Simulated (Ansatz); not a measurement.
# Work function of Li(110): what the settings cost and change

Aim: the work function of Li(110) against thickness and vacuum, with the cost.

Program: Ansatz 0.2.0. Level of theory: plane-wave DFT, PBE, Ansatz PAW. Results are calculated unless marked as measured.

Most raw output is cut from this account.

## (1) Starting point

The cell holds 1 atom: 1 Li. Its edges and angles: a = 3.022 Å, b = 3.022 Å, c = 18.000 Å, α = 90.0°, β = 90.0°, γ = 70.5°. Vacuum lies along c.

## (2) Run, setting 1 layer

A work function rests on the faint tail of the density, so the SCF threshold is tight. The slab grows from one layer, at fixed mesh and 18 Å of vacuum; then the vacuum is varied on one slab.

input.yaml

```yaml
crystal:
  lattice:
    - [2.4678026663, -1.745, 0.0]
    - [2.4678026663, 1.745, 0.0]
    - [0.0, 0.0, 18.0]
  atoms:
    - { symbol: Li, position: [0.0, 0.0, 0.5] }
kpoints:
  mp_grid: { grid: [14, 14, 1] }
hamiltonian:
  xc: pbe
scf:
  occupations: { method: fermi_dirac, width: 0.1 }
  convergence: { dr2_threshold: 1.0e-09 }
efield:
  axis: 3
  dipole_correction: true
  ramp_position: 0.97
  ramp_width: 0.06
output:
  write_potential: true
  write_density: true
  volumetric_format: npy
  elf: true
```

Started as:

```
$ ansatz run input.yaml --threads 2 --pin off --max-ram 3072MiB --backend cpu --events-out ev --progress --plain --runs-dir out
```

Wall time 9 s (2 threads of Arm Neoverse N1, shared host); peak memory 0.41 GiB.

This step gave:

| Quantity | Value |
| --- | --- |
| energy at zero smearing | -204.1636 eV |
| work function, upper face | 3.318 eV |

Running mean over 2.468 Å of the planar mean; the ramp of the sawtooth is left out. Electron's electrostatic potential energy less the Fermi level against z:

| z (Å) | electron's electrostatic potential energy less the Fermi level (eV) |
| --- | --- |
| 3.0 | 3.32 |
| 3.5 | 3.32 |
| 4.0 | 3.32 |
| 4.5 | 3.31 |
| 5.0 | 3.31 |
| 5.5 | 3.29 |
| 6.0 | 3.23 |
| 6.5 | 3.07 |
| 7.0 | 2.67 |
| 7.5 | 1.71 |
| 8.0 | 0.196 |
| 8.5 | -0.774 |
| 9.0 | -1.02 |
| 9.5 | -0.774 |
| 10.0 | 0.196 |
| 10.5 | 1.71 |
| 11.0 | 2.67 |
| 11.5 | 3.07 |
| 12.0 | 3.23 |
| 12.5 | 3.29 |
| 13.0 | 3.31 |
| 13.5 | 3.31 |
| 14.0 | 3.32 |
| 14.5 | 3.32 |
| 15.0 | 3.32 |

Electrostatic potential energy in the ca plane at fractional y = 0.000, with atoms of Li within 0.2 Å of it. With pseudopotentials it is smooth inside the atoms' cores, unlike the true potential.

Ten even steps from '0' (-12 eV) to '9' (1 eV), each cell a mean:
```
99999999999999999986200058999999999999999999
99999999999999999997511368999999999999999999
99999999999999999998766789999999999999999999
99999999999999999999887889999999999999999999
99999999999999999999877789999999999999999999
99999999999999999998644578999999999999999999
99999999999999999987300168999999999999999999
99999999999999999986100047999999999999999999
```
Columns run along c (18.0 Å; values clipped at the 3rd and 97th percentile), rows up along a (3.0 Å). Atoms in or near the plane, at fractional coordinates: Li at (0.50, 0.00).

Valence density in the ca plane at fractional y = 0.000, with atoms of Li within 0.2 Å of it. It is the smooth field of the valence electrons, not physical close to the nuclei.

Values in e/Å³, 5 rows by 16 columns, each cell a mean:
```
0.0 0.0 0.0 0.0 0.0 0.0 0.0 0.6 1.2 0.0 0.0 0.0 0.0 0.0 0.0 0.0
0.0 0.0 0.0 0.0 0.0 0.0 0.0 0.0 0.0 0.0 0.0 0.0 0.0 0.0 0.0 0.0
0.0 0.0 0.0 0.0 0.0 0.0 0.0 0.0 0.0 0.0 0.0 0.0 0.0 0.0 0.0 0.0
0.0 0.0 0.0 0.0 0.0 0.0 0.0 0.1 0.1 0.0 0.0 0.0 0.0 0.0 0.0 0.0
0.0 0.0 0.0 0.0 0.0 0.0 0.0 1.1 2.2 0.0 0.0 0.0 0.0 0.0 0.0 0.0
```
Columns run along c (18.0 Å), rows up along a (3.0 Å). Atoms in or near the plane, at fractional coordinates: Li at (0.50, 0.00).

ELF in the ca plane at fractional y = 0.000, with atoms of Li within 0.2 Å of it. It is the smooth field of the valence electrons, not physical close to the nuclei.

Values in units of 1e-1, 5 rows by 16 columns, each cell a mean:
```
0.0 0.0 0.0 0.0 0.0 0.3 1.7 2.4 3.5 1.7 0.5 0.0 0.0 0.0 0.0 0.0
0.0 0.0 0.0 0.0 0.0 0.4 3.3 3.9 3.4 4.0 0.6 0.0 0.0 0.0 0.0 0.0
0.0 0.0 0.0 0.0 0.0 0.4 3.9 7.5 7.6 4.9 0.7 0.0 0.0 0.0 0.0 0.0
0.0 0.0 0.0 0.0 0.0 0.4 2.8 2.2 1.8 3.2 0.6 0.0 0.0 0.0 0.0 0.0
0.0 0.0 0.0 0.0 0.0 0.3 1.4 3.4 5.0 1.3 0.4 0.0 0.0 0.0 0.0 0.0
```
Columns run along c (18.0 Å), rows up along a (3.0 Å). Atoms in or near the plane, at fractional coordinates: Li at (0.50, 0.00).

The work function is 3.318 eV.

## (3) Run, 2 atoms

System of this step: Li(110). The cell holds 2 atoms: 2 Li. Cell: a = 3.022 Å, b = 3.022 Å, c = 20.468 Å, α = 90.0°, β = 90.0°, γ = 70.5°. Vacuum lies along c.

input.yaml, the sections that differ from step 2:

```yaml
crystal:
  lattice:
    - [2.4678026663, -1.745, 0.0]
    - [2.4678026663, 1.745, 0.0]
    - [0.0, 0.0, 20.4678026663]
  atoms:
    - { symbol: Li, position: [0.0, 0.0, 0.4397150074] }
    - { symbol: Li, position: [0.5, 0.5, 0.5602849926] }
output:
  write_potential: true
  write_density: true
  volumetric_format: npy
# kpoints, hamiltonian, scf, efield: as in step 2
```

It took 12 s on 2 threads; peak memory 0.45 GiB; 18 s of CPU time.

The work function is 3.383 eV, +0.065 eV from the run “1 layer”, at 1.4 times its CPU time.

## (4) Run, 3 atoms

System of this step: Li(110). The cell holds 3 atoms: 3 Li. Cell: a = 3.022 Å, b = 3.022 Å, c = 22.936 Å, α = 90.0°, β = 90.0°, γ = 70.5°. Vacuum lies along c.

input.yaml, the sections that differ from step 3:

```yaml
crystal:
  lattice:
    - [2.4678026663, -1.745, 0.0]
    - [2.4678026663, 1.745, 0.0]
    - [0.0, 0.0, 22.9356053327]
  atoms:
    - { symbol: Li, position: [0.0, 0.0, 0.3924029852] }
    - { symbol: Li, position: [0.5, 0.5, 0.5] }
    - { symbol: Li, position: [0.0, 0.0, 0.6075970148] }
# kpoints, hamiltonian, scf, efield, output: as in step 3
```

Elapsed: 15 s, on 2 threads; peak memory 0.43 GiB.

The work function is 3.340 eV, -0.043 eV from the run “2 layers”, at 1.3 times its CPU time.

## (5) Run, 4 atoms

System of this step: Li(110). The cell holds 4 atoms: 4 Li. Cell: a = 3.022 Å, b = 3.022 Å, c = 25.403 Å, α = 90.0°, β = 90.0°, γ = 70.5°. Vacuum lies along c.

input.yaml, the sections that differ from step 4:

```yaml
crystal:
  lattice:
    - [2.4678026663, -1.745, 0.0]
    - [2.4678026663, 1.745, 0.0]
    - [0.0, 0.0, 25.403407999]
  atoms:
    - { symbol: Li, position: [0.0, 0.0, 0.3542831734] }
    - { symbol: Li, position: [0.5, 0.5, 0.4514277245] }
    - { symbol: Li, position: [0.0, 0.0, 0.5485722755] }
    - { symbol: Li, position: [0.5, 0.5, 0.6457168266] }
# kpoints, hamiltonian, scf, efield, output: as in step 4
```

The job ended after 17 s (2 threads; peak memory 0.46 GiB).

The work function is 3.301 eV, -0.040 eV from the run “3 layers”, at 1.2 times its CPU time.

## (6) Slab, 5 atoms

System of this step: Li(110). The cell holds 5 atoms: 5 Li. Cell: a = 3.022 Å, b = 3.022 Å, c = 27.871 Å, α = 90.0°, β = 90.0°, γ = 70.5°. Vacuum lies along c.

input.yaml, the sections that differ from step 5:

```yaml
crystal:
  lattice:
    - [2.4678026663, -1.745, 0.0]
    - [2.4678026663, 1.745, 0.0]
    - [0.0, 0.0, 27.8712106654]
  atoms:
    - { symbol: Li, position: [0.0, 0.0, 0.3229138521] }
    - { symbol: Li, position: [0.5, 0.5, 0.4114569261] }
    - { symbol: Li, position: [0.0, 0.0, 0.5] }
    - { symbol: Li, position: [0.5, 0.5, 0.5885430739] }
    - { symbol: Li, position: [0.0, 0.0, 0.6770861479] }
# kpoints, hamiltonian, scf, efield, output: as in step 5
```

Run time: 24 s. Hardware: 2 threads; peak memory 0.5 GiB; 38 s of CPU time.

The work function is 3.273 eV, -0.028 eV from the run “4 layers”, at 1.4 times its CPU time.

## (7) Slab, 6 atoms

System of this step: Li(110). The cell holds 6 atoms: 6 Li. Cell: a = 3.022 Å, b = 3.022 Å, c = 30.339 Å, α = 90.0°, β = 90.0°, γ = 70.5°. Vacuum lies along c.

input.yaml, the sections that differ from step 6:

```yaml
crystal:
  lattice:
    - [2.4678026663, -1.745, 0.0]
    - [2.4678026663, 1.745, 0.0]
    - [0.0, 0.0, 30.3390133317]
  atoms:
    - { symbol: Li, position: [0.0, 0.0, 0.2966477486] }
    - { symbol: Li, position: [0.5, 0.5, 0.3779886492] }
    - { symbol: Li, position: [0.0, 0.0, 0.4593295497] }
    - { symbol: Li, position: [0.5, 0.5, 0.5406704503] }
    - { symbol: Li, position: [0.0, 0.0, 0.6220113508] }
    - { symbol: Li, position: [0.5, 0.5, 0.7033522514] }
# kpoints, hamiltonian, scf, efield, output: as in step 6
```

Run time: 29 s. Hardware: 2 threads; peak memory 0.56 GiB.

The work function is 3.255 eV, -0.018 eV from the run “5 layers”, at 1.2 times its CPU time.

## (8) Run, 8 atoms

System of this step: Li(110). The cell holds 8 atoms: 8 Li. Its edges and angles: a = 3.022 Å, b = 3.022 Å, c = 35.275 Å, α = 90.0°, β = 90.0°, γ = 70.5°. Vacuum lies along c.

input.yaml, the sections that differ from step 7:

```yaml
crystal:
  lattice:
    - [2.4678026663, -1.745, 0.0]
    - [2.4678026663, 1.745, 0.0]
    - [0.0, 0.0, 35.2746186644]
  atoms:
    - { symbol: Li, position: [0.0, 0.0, 0.255140958] }
    - { symbol: Li, position: [0.5, 0.5, 0.3251006843] }
    - { symbol: Li, position: [0.0, 0.0, 0.3950604106] }
    - { symbol: Li, position: [0.5, 0.5, 0.4650201369] }
    - { symbol: Li, position: [0.0, 0.0, 0.5349798631] }
    - { symbol: Li, position: [0.5, 0.5, 0.6049395894] }
    - { symbol: Li, position: [0.0, 0.0, 0.6748993157] }
    - { symbol: Li, position: [0.5, 0.5, 0.744859042] }
# kpoints, hamiltonian, scf, efield, output: as in step 7
```

Wall time 42 s (2 threads); peak memory 0.68 GiB.

The work function is 3.255 eV, +0.000 eV from the run “6 layers”, at 1.5 times its CPU time.

## (9) Run, 10 atoms

System of this step: Li(110). The cell holds 10 atoms: 10 Li. Its edges and angles: a = 3.022 Å, b = 3.022 Å, c = 40.210 Å, α = 90.0°, β = 90.0°, γ = 70.5°. Vacuum lies along c.

input.yaml, the sections that differ from step 8:

```yaml
crystal:
  lattice:
    - [2.4678026663, -1.745, 0.0]
    - [2.4678026663, 1.745, 0.0]
    - [0.0, 0.0, 40.2102239971]
  atoms:
    - { symbol: Li, position: [0.0, 0.0, 0.2238236723] }
    - { symbol: Li, position: [0.5, 0.5, 0.2851961896] }
    - { symbol: Li, position: [0.0, 0.0, 0.3465687068] }
    - { symbol: Li, position: [0.5, 0.5, 0.4079412241] }
    - { symbol: Li, position: [0.0, 0.0, 0.4693137414] }
    - { symbol: Li, position: [0.5, 0.5, 0.5306862586] }
    - { symbol: Li, position: [0.0, 0.0, 0.5920587759] }
    - { symbol: Li, position: [0.5, 0.5, 0.6534312932] }
    - { symbol: Li, position: [0.0, 0.0, 0.7148038104] }
    - { symbol: Li, position: [0.5, 0.5, 0.7761763277] }
# kpoints, hamiltonian, scf, efield, output: as in step 8
```

Elapsed: 60 s, on 2 threads; peak memory 0.82 GiB; 1.7 min of CPU time.

The work function is 3.258 eV, +0.003 eV from the run “8 layers”, at 1.4 times its CPU time.

## (10) Run, 13 atoms

System of this step: Li(110). The cell holds 13 atoms: 13 Li. Cell: a = 3.022 Å, b = 3.022 Å, c = 47.614 Å, α = 90.0°, β = 90.0°, γ = 70.5°. Vacuum lies along c.

input.yaml, the sections that differ from step 9:

```yaml
crystal:
  lattice:
    - [2.4678026663, -1.745, 0.0]
    - [2.4678026663, 1.745, 0.0]
    - [0.0, 0.0, 47.6136319961]
  atoms:
    - { symbol: Li, position: [0.0, 0.0, 0.1890214971] }
    - { symbol: Li, position: [0.5, 0.5, 0.2408512475] }
    - { symbol: Li, position: [0.0, 0.0, 0.292680998] }
    - { symbol: Li, position: [0.5, 0.5, 0.3445107485] }
    - { symbol: Li, position: [0.0, 0.0, 0.396340499] }
    - { symbol: Li, position: [0.5, 0.5, 0.4481702495] }
    - { symbol: Li, position: [0.0, 0.0, 0.5] }
    - { symbol: Li, position: [0.5, 0.5, 0.5518297505] }
    - { symbol: Li, position: [0.0, 0.0, 0.603659501] }
    - { symbol: Li, position: [0.5, 0.5, 0.6554892515] }
    - { symbol: Li, position: [0.0, 0.0, 0.707319002] }
    - { symbol: Li, position: [0.5, 0.5, 0.7591487525] }
    - { symbol: Li, position: [0.0, 0.0, 0.8109785029] }
# kpoints, hamiltonian, scf, efield, output: as in step 9
```

Run time: 95 s. Hardware: 2 threads; peak memory 1.1 GiB.

The work function is 3.259 eV, +0.001 eV from the run “10 layers”, at 1.6 times its CPU time.

## (11) Slab, 7 atoms

System of this step: Li(110). The cell holds 7 atoms: 7 Li. Its edges and angles: a = 3.022 Å, b = 3.022 Å, c = 24.807 Å, α = 90.0°, β = 90.0°, γ = 70.5°. Vacuum lies along c.

input.yaml, the sections that differ from step 10:

```yaml
crystal:
  lattice:
    - [2.4678026663, -1.745, 0.0]
    - [2.4678026663, 1.745, 0.0]
    - [0.0, 0.0, 24.806815998]
  atoms:
    - { symbol: Li, position: [0.0, 0.0, 0.2015575074] }
    - { symbol: Li, position: [0.5, 0.5, 0.3010383383] }
    - { symbol: Li, position: [0.0, 0.0, 0.4005191691] }
    - { symbol: Li, position: [0.5, 0.5, 0.5] }
    - { symbol: Li, position: [0.0, 0.0, 0.5994808309] }
    - { symbol: Li, position: [0.5, 0.5, 0.6989616617] }
    - { symbol: Li, position: [0.0, 0.0, 0.7984424926] }
# kpoints, hamiltonian, scf, efield, output: as in step 10
```

Run time: 27 s. Hardware: 2 threads; peak memory 0.52 GiB.

The work function is 3.236 eV. The program marks this work function as in doubt.

## (12) Slab, 7 atoms (run 2)

The cell differs from the one that the last finished run ended in (c 24.807 → 28.807 Å).

input.yaml, the sections that differ from step 11:

```yaml
crystal:
  lattice:
    - [2.4678026663, -1.745, 0.0]
    - [2.4678026663, 1.745, 0.0]
    - [0.0, 0.0, 28.806815998]
  atoms:
    - { symbol: Li, position: [0.0, 0.0, 0.242998046] }
    - { symbol: Li, position: [0.5, 0.5, 0.328665364] }
    - { symbol: Li, position: [0.0, 0.0, 0.414332682] }
    - { symbol: Li, position: [0.5, 0.5, 0.5] }
    - { symbol: Li, position: [0.0, 0.0, 0.585667318] }
    - { symbol: Li, position: [0.5, 0.5, 0.671334636] }
    - { symbol: Li, position: [0.0, 0.0, 0.757001954] }
# kpoints, hamiltonian, scf, efield, output: as in step 11
```

Run time: 31 s. Hardware: 2 threads; peak memory 0.57 GiB; 52 s of CPU time.

The work function is 3.253 eV, +0.018 eV from the run “7 layers, 10 Å of vacuum”, at 1.2 times its CPU time.

## (13) Slab, 7 atoms (run 3)

The cell differs from the one that the last finished run ended in (c 28.807 → 40.807 Å).

input.yaml, the sections that differ from step 12:

```yaml
crystal:
  lattice:
    - [2.4678026663, -1.745, 0.0]
    - [2.4678026663, 1.745, 0.0]
    - [0.0, 0.0, 40.806815998]
  atoms:
    - { symbol: Li, position: [0.0, 0.0, 0.3185742304] }
    - { symbol: Li, position: [0.5, 0.5, 0.3790494869] }
    - { symbol: Li, position: [0.0, 0.0, 0.4395247435] }
    - { symbol: Li, position: [0.5, 0.5, 0.5] }
    - { symbol: Li, position: [0.0, 0.0, 0.5604752565] }
    - { symbol: Li, position: [0.5, 0.5, 0.6209505131] }
    - { symbol: Li, position: [0.0, 0.0, 0.6814257696] }
# kpoints, hamiltonian, scf, efield, output: as in step 12
```

It took 45 s on 2 threads; peak memory 0.72 GiB; 78 s of CPU time.

The work function is 3.254 eV, +0.000 eV from the run “7 layers, 14 Å of vacuum”, at 1.5 times its CPU time.

## (14) The series together

Times are for 2 threads of Arm Neoverse N1, shared host. The runs compared:

| no. | setting | work function, upper face (eV) | time | memory (GiB) |
| --- | --- | --- | --- | --- |
| 1 | 1 layer | 3.318 | 9 s | 0.41 |
| 2 | 2 layers | 3.383 | 12 s | 0.45 |
| 3 | 3 layers | 3.340 | 15 s | 0.43 |
| 4 | 4 layers | 3.301 | 17 s | 0.46 |
| 5 | 5 layers | 3.273 | 24 s | 0.5 |
| 6 | 6 layers | 3.255 | 29 s | 0.56 |
| 7 | 8 layers | 3.255 | 42 s | 0.68 |
| 8 | 10 layers | 3.258 | 60 s | 0.82 |
| 9 | 13 layers | 3.259 | 95 s | 1.1 |
| 10 | 7 layers, 10 Å of vacuum | 3.236 | 27 s | 0.52 |
| 11 | 7 layers, 14 Å of vacuum | 3.253 | 31 s | 0.57 |
| 12 | 7 layers, 26 Å of vacuum | 3.254 | 45 s | 0.72 |

## (15) The same run with other settings

System of this step: Li(110) monolayer. The cell holds 1 atom: 1 Li. Its edges and angles: a = 3.022 Å, b = 3.022 Å, c = 18.000 Å, α = 90.0°, β = 90.0°, γ = 70.5°. Vacuum lies along c.

An input spoilt on purpose, to show how the run answers: it repeats the earlier run “1 layer” with efield.amplitude to 1.5, and scf.max_iter set to 75; its output block differs too.

input.yaml, the sections that differ from step 13:

```yaml
crystal:
  lattice:
    - [2.4678026663, -1.745, 0.0]
    - [2.4678026663, 1.745, 0.0]
    - [0.0, 0.0, 18.0]
  atoms:
    - { symbol: Li, position: [0.0, 0.0, 0.5] }
scf:
  occupations: { method: fermi_dirac, width: 0.1 }
  convergence: { dr2_threshold: 1.0e-09 }
  max_iter: 75
efield:
  axis: 3
  dipole_correction: true
  ramp_position: 0.97
  ramp_width: 0.06
  amplitude: 1.5
# kpoints, hamiltonian, output: as in step 13
```

Elapsed: 9.9 s, on 2 threads; peak memory 0.39 GiB.

In so strong a field the program warns of density in the ramp of the sawtooth; these numbers are not the system's.

## (16) Summary of results

```json
{
 "work function, 2 layers": "3.383 eV",
 "work function, 6 layers": "3.255 eV",
 "work function, 13 layers": "3.259 eV",
 "work function, 7 layers, 10 Å of vacuum": "3.236 eV"
}
```

The thickest slab gives 3.26 eV, and the settings tried spread the value from 3.24 to 3.38 eV. At 18 Å of vacuum, the slabs from 4 layers on stay within 0.05 eV of the thickest. Going from 10 to 26 Å of vacuum moves it by 0.018 eV. The program marks the value as in doubt in “7 layers, 10 Å of vacuum”. The ladder's slabs use the tabulated experimental lattice constant (two decimals; a low-temperature value for the alkali metals). In 2 runs of the series (7 layers, 10 Å of vacuum and 7 layers, 14 Å of vacuum) the program warns that electrons reach the sawtooth's ramp, which makes dipole and work function less sure.

[Logs are printed without paths, hosts, clocks, repeated set-up lines and the standing remarks that a program may print on its own settings, such as how far it seeks lower states.]

[Hosts, paths, dates, database ids (printed as entryN), source tags and the programs' standing remarks are cut or masked in the printed files.]

[Maps of the electrostatic potential energy from Ansatz leave out the sawtooth potential of an applied field or a dipole correction, so their vacuum need not be flat; planar profiles and work functions include it.]
